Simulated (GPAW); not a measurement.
## Dielectric function and optical constants of InP

Aim: the dielectric function of InP, and the optical constants that follow from it. The cell comes from an older database entry, whose edges can differ from later determinations, mostly by under a per cent.

Program: GPAW 26.7.0. Level of theory: DFT, LDA, plane-wave PAW (GPAW data sets), scalar-relativistic, RPA, optical limit. Results are calculated unless marked as measured.

The database entry behind the starting cell differs from later determinations by our own check (0.1 to 0.3 % short, probably kX units), so it need not match the best structure at ambient conditions.

### 1. The structure

It takes space group F-43m (No. 216, cubic). Conventional cell: a = 5.861 Å, b = 5.861 Å, c = 5.861 Å, α = 90.00°, β = 90.00°, γ = 90.00°. Nearest to In lie 4 P at 2.54 Å. Nearest to P lie 4 In at 2.54 Å. Farther neighbours are not listed.

Coordinates:

```cif
data_structure
_symmetry_space_group_name_H-M 'P 1'
_symmetry_Int_Tables_number 1
_cell_length_a 4.1444
_cell_length_b 4.1444
_cell_length_c 4.1444
_cell_angle_alpha 60.000
_cell_angle_beta 60.000
_cell_angle_gamma 60.000
_cell_volume 50.33
loop_
_atom_site_label
_atom_site_type_symbol
_atom_site_fract_x
_atom_site_fract_y
_atom_site_fract_z
_atom_site_occupancy
In1 In 0.00000 0.00000 0.00000 1
P2 P 0.75000 0.75000 0.75000 1
```

### 2. Bands for the response

The response needs many more empty bands than the density does.

This step: DFT, LDA, plane-wave PAW (GPAW data sets), scalar-relativistic, bands at fixed density (GPAW 26.7.0).

Contents of nscf.py:

```python
from ase.dft.bandgap import bandgap
from gpaw import GPAW, FermiDirac

calc = GPAW('gs.gpw').fixed_density(kpts={'size': (10, 10, 10), 'gamma': True}, nbands=53, convergence={'bands': 47},
                                    occupations=FermiDirac(0.001), txt='nscf.txt')
print('gap (eV)', bandgap(calc, output=None)[0])
print('direct gap (eV)', bandgap(calc, direct=True, output=None)[0])
print('top band over the Fermi level (eV)', min(calc.get_eigenvalues(kpt=k)[46] for k in range(len(calc.get_ibz_k_points()))) - calc.get_fermi_level())
calc.write('full.gpw', mode='all')
```

Started as:

```console
$ OMP_NUM_THREADS=1 python nscf.py
```

Numbers of over 12 decimals in the logs are rounded to 6 here.

The log of the run:

```text
Diagonalizing LCAO Hamiltonian
Converting LCAO to pw mode
convergence criteria:
- Maximum integral of absolute [eigenst]ate change: 4e-08 eV^2 / valence electron
maximum number of iterations: 150

SCF iterations
|iter     |      energy | eigst |  dens |
|iter:   1||             | +3.86 |       |
|iter:   2||             | +2.54 |       |
|iter:   3||             | +1.51 |       |
|iter:   4||             | +0.30 |       |
|iter:   5||             | -0.72 |       |
|iter:   6||             | -1.71 |       |
|iter:   7||             | -2.52 |       |
|iter:   8||             | -3.49 |       |
|iter:   9||             | -4.32 |       |
|iter:  10||             | -5.29 |       |
|iter:  11||             | -6.09 |       |
|iter:  12||             | -6.88 |       |
|iter:  13||             | -7.36 |       |
|iter:  14||             | -7.76c|       |
SCF steps: 14
  __  _  _
 | _ |_)|_||  |
 |__||  | ||/\| - 26.7.0

Versions:
  Python: 3.12.14
  ASE:    3.29.0
  Numpy:  2.5.5
  Scipy:  1.18.1
  Libxc:  7.0.0

Input parameters:
  mode=PW(ecut=500.0),
  convergence={'bands': 47},
  gpts=array([24, 24, 24]),
  kpts=MonkhorstPack(size=(10, 10, 10), gamma=True),
  maxiter=150,
  nbands=53,
  occupations=Occupations(name='fermi-dirac', width=0.001, fixmagmom=False),
  parallel={},
  xc=XC(name='LDA')

--- standard output ---
gap (eV) 0.476970
direct gap (eV) 0.476970
top band over the Fermi level (eV) 38.223092
```

The job ended after 2.5 min (1 thread of Arm Neoverse N1, shared host; peak memory 0.21 GiB).

Numbers from this step:

| Item | Value |
| --- | --- |
| gap on the k-mesh | 0.4770 eV |
| direct gap on the mesh | 0.4770 eV |

### 3. Dielectric function, RPA

Transitions between filled and empty bands, summed over the zone, give the optical response, so mesh, band count and broadening shape it.

The induced potential is part of this response.

This step: DFT, LDA, plane-wave PAW (GPAW data sets), scalar-relativistic, RPA, optical limit (GPAW 26.7.0).

Contents of df.py:

```python
from gpaw.response.df import DielectricFunction

df = DielectricFunction('full.gpw', frequencies={'type': 'nonlinear', 'domega0': 0.03, 'omega2': 8},
                        ecut=50,
                        eta=0.15,
                        nbands=47,
                        txt='df.txt')
for direction in ['x']:
    df.get_dielectric_function(xc='RPA', direction=direction, filename=f'df_{direction}.csv')
```

Started as:

```console
$ OMP_NUM_THREADS=1 python df.py
```

The log of the run:

```text
Using integrator: PointIntegrator
NonLinearFrequencyDescriptor(from 0.000 to 57.067 eV, 482 points)
Nonperiodic BCs:  [False False False]
Using integrator: PointIntegrator
NonLinearFrequencyDescriptor(from 0.000 to 57.067 eV, 482 points)
Nonperiodic BCs:  [False False False]

Calculating chi0 body with:
    Ground state adapter containing:
    Number of spins: 1
    Number of kpoints: 1000
    Number of irreducible kpoints: 47
    Number of completely occupied states: 9
    Number of partially occupied states: 9

    Linear response parametrization:
    q_c: [0.0, 0.0, 0.0]
    Number of frequency points: 482
    Planewave cutoff: 50.0
    Number of bands: 47
    Number of planewaves: 51
    Broadening (eta): 0.15

Integrating chi0 body.

Symmetries of q_c:
    Direct symmetries (Uq -> q): 24
    Indirect symmetries (TUq -> q): 24
In total 48 allowed symmetries.

47 groups of equivalent kpoints. 95.3% reduction.

Integral kind: spectral function

Calculating chi0 optical extensions with:
    Ground state adapter containing:
    Number of spins: 1
    Number of kpoints: 1000
    Number of irreducible kpoints: 47
    Number of completely occupied states: 9
    Number of partially occupied states: 9

    Linear response parametrization:
    Number of frequency points: 482
    Planewave cutoff: 50.0
    Number of bands: 47
    Number of planewaves: 51
    Broadening (eta): 0.15
Integrating chi0 head and wings.

Symmetries of q_c:
    Direct symmetries (Uq -> q): 24
    Indirect symmetries (TUq -> q): 24
In total 48 allowed symmetries.

47 groups of equivalent kpoints. 95.3% reduction.

Integral kind: spectral function wings
```

Wall time 22 s (1 thread); peak memory 0.28 GiB.

Read-outs, printed or worked out from the files:

| Quantity | Value |
| --- | --- |
| electronic dielectric constant ε∞, mean over x, y and z (by symmetry where fewer were run) | 16.86 |

Some rows of df_x.csv (energy; Re and Im without local fields; Re and Im with them):

```text
0.000000, 17.967355, 0.000000, 16.864717, -0.000000
0.429336, 16.873409, 8.935720, 15.787410, 8.926611
0.878195, 11.313673, 1.707679, 10.101322, 1.679299
1.347938, 15.110961, 4.100595, 13.770420, 3.945971
1.840057, 15.877681, 4.182616, 14.256344, 3.889993
2.356191, 9.673055, 9.375973, 8.256310, 8.962190
2.898142, 11.218763, 10.520334, 9.605133, 9.574812
3.467895, 10.428309, 9.171315, 8.133478, 8.056596
4.067647, 5.157650, 25.785473, 6.579899, 20.727802
4.699832, 2.645458, 13.543673, 2.480647, 10.301626
5.367152, -3.150753, 9.080593, -2.860587, 7.470720
6.072622, -4.006310, 6.321756, -2.822781, 5.527426
6.819608, -4.130099, 4.443684, -3.013473, 4.490771
7.611886, -3.219754, 3.076444, -2.387342, 3.071366
8.453705, -2.340694, 1.911977, -1.849687, 1.970994
9.349861, -1.863855, 1.456646, -1.443276, 1.577476
10.305790, -1.484078, 0.982740, -1.175468, 1.217414
11.327680, -0.883915, 0.679542, -0.693006, 0.757647
12.422601, -0.527292, 0.499691, -0.346622, 0.543521
13.598673, -0.250696, 0.293135, -0.138458, 0.445110
```

The Im ε, E ∥ x has structure finer than the step of the table below, so its rows give means over 0.5 eV, whole bins alone (the curve runs from 0 to 14.0 eV). Peaks (eV: height): 0.49: 9.78, 2.24: 10.5, 4.11: 21.3, 4.93: 14.4.

Sum at mesh points, not converged in k; values under the direct gap are tails of Lorentzian lines. The Im ε, E ∥ x by photon energy; means over each step:

```
photon energy (eV)  Im ε, E ∥ x
               0.5         6.16
               1.0         1.78
               1.5         4.04
               2.0         7.27
               2.5         8.21
               3.0         9.57
               3.5         8.54
               4.0         17.1
               4.5         10.6
               5.0         12.2
               5.5         7.91
               6.0         5.89
               6.5         5.13
               7.0         3.90
               7.5         3.08
               8.0         2.37
               8.5         2.03
               9.0         1.78
               9.5         1.46
              10.0         1.23
              10.5         1.04
              11.0        0.811
              11.5        0.702
              12.0        0.566
              12.5        0.542
              13.0        0.498
              13.5        0.466
```

The reflectivity at normal incidence, E ∥ x has structure finer than the step of the table below, so its rows give means over 0.5 eV, whole bins alone (the curve runs from 0 to 14.0 eV). Peaks (eV: height): 4.24: 55.3, 5.12: 55.1, 5.77: 52.6, 6.99: 51.6, 7.85: 51.7, 9.68: 52.3, 10.52: 48.2.

Sum at mesh points, not converged in k. The reflectivity at normal incidence, E ∥ x by photon energy; means over each step:

photon energy (eV), reflectivity at normal incidence, E ∥ x (%) and a bar from the least value:
```
      0.5       34.5 #########
      1.0       29.3 ##
      1.5       32.6 ######
      2.0       37.1 #############
      2.5       34.1 #########
      3.0       36.0 ###########
      3.5       34.3 #########
      4.0       47.6 ###########################
      4.5       44.2 ######################
      5.0       50.0 ##############################
      5.5       48.5 ############################
      6.0       48.5 ############################
      6.5       48.0 ###########################
      7.0       49.8 ##############################
      7.5       48.9 #############################
      8.0       49.0 #############################
      8.5       46.9 ##########################
      9.0       44.8 #######################
      9.5       47.9 ###########################
     10.0       42.8 ####################
     10.5       46.5 #########################
     11.0       46.0 #########################
     11.5       43.0 #####################
     12.0       41.0 ##################
     12.5       34.2 #########
     13.0       31.0 ####
     13.5       27.8
```

The Im ε, E ∥ x has structure finer than the step of the table below, so its rows give means over 0.5 eV, whole bins alone (the curve runs from 0 to 14.0 eV). Peaks (eV: height): without local fields 0.49: 9.75, 2.24: 11.1, 4.07: 25.8, 4.89: 17.4; with local fields 0.49: 9.78, 2.24: 10.5, 4.11: 21.3, 4.93: 14.4.

Sum at mesh points, not converged in k; values under the direct gap are tails of Lorentzian lines. Table of Im ε, E ∥ x by photon energy; means over each step:

```csv
photon energy (eV),without local fields,with local fields
0.5,6.16,6.16
1.0,1.82,1.78
1.5,4.19,4.04
2.0,7.76,7.27
2.5,8.78,8.21
3.0,10.5,9.57
3.5,9.99,8.54
4.0,21.2,17.1
4.5,12.6,10.6
5.0,14.1,12.2
5.5,9.41,7.91
6.0,6.60,5.89
6.5,5.38,5.13
7.0,3.88,3.90
7.5,3.08,3.08
8.0,2.33,2.37
8.5,1.95,2.03
9.0,1.71,1.78
9.5,1.28,1.46
10.0,1.17,1.23
10.5,0.856,1.04
11.0,0.698,0.811
11.5,0.625,0.702
12.0,0.524,0.566
12.5,0.503,0.542
13.0,0.409,0.498
13.5,0.321,0.466
```

Sum at mesh points, not converged in k; values under the direct gap are tails of Lorentzian lines. The loss function −Im 1/ε at q → 0, E ∥ x by energy loss; read off at these points:

```csv
energy loss (eV),"loss function −Im 1/ε at q → 0, E ∥ x"
0.0,0
0.5,0.0426
1.0,0.0116
1.5,0.0336
2.0,0.0265
2.5,0.0520
3.0,0.0564
3.5,0.0596
4.0,0.0428
4.5,0.115
5.0,0.0686
5.5,0.115
6.0,0.137
6.5,0.145
7.0,0.161
7.5,0.205
8.0,0.235
8.5,0.281
9.0,0.338
9.5,0.333
10.0,0.486
10.5,0.451
11.0,0.564
11.5,0.747
12.0,1.04
12.5,1.41
13.0,1.72
13.5,1.91
```

From ε follow the optical constants at some laser and lamp lines:

```csv
wavelength (nm),n,k,R (%),1/α
1550,3.08,0.346,26.5,357 nm
800,3.37,0.670,31.0,95 nm
633,4.02,0.813,37.8,62 nm
405,3.29,1.491,36.2,22 nm
365,3.07,1.315,32.8,22 nm
308,3.87,2.510,48.4,9.8 nm
193,1.25,2.123,47.7,7.2 nm
```

Below the direct gap, k and the depth come from the tails of the Lorentzian lines, not from transitions.

Rows near the edge hang on the gap, which this functional as a rule makes too small, and phonon-assisted absorption is left out.

### 4. What came out

- electronic dielectric constant ε∞, mean over x, y and z (by symmetry where fewer were run) (RPA): 16.9

What this shows: At this level (LDA, RPA) InP has ε∞ = 16.9 and n = 3.08 at 1550 nm. On the mesh the gap is 0.48 eV and the least direct gap 0.48 eV. Local fields change the static value along x from 17.97 to 16.86 (-6 %). Excitons and phonon-assisted transitions are missing; LDA gaps are as a rule too small, which pulls the onset down and ε∞ up. Spin-orbit coupling is left out although heavy atoms are present. The sum runs over mesh points 0.19 Å⁻¹ apart with no interpolation, so peaks are partly noise of the mesh; over so small a direct gap single mesh points weigh heavily, so ε∞, n and their changes from run to run can be far off.

[Machine, clock and banner lines and Python warnings are left out of the logs.]

[Logs are printed without paths, hosts, clocks, repeated set-up lines and the standing remarks that a program may print on its own settings, such as how far it seeks lower states.]

[Hosts, paths, dates, database ids (printed as entryN), source tags and the programs' standing remarks are cut or masked in the printed files.]
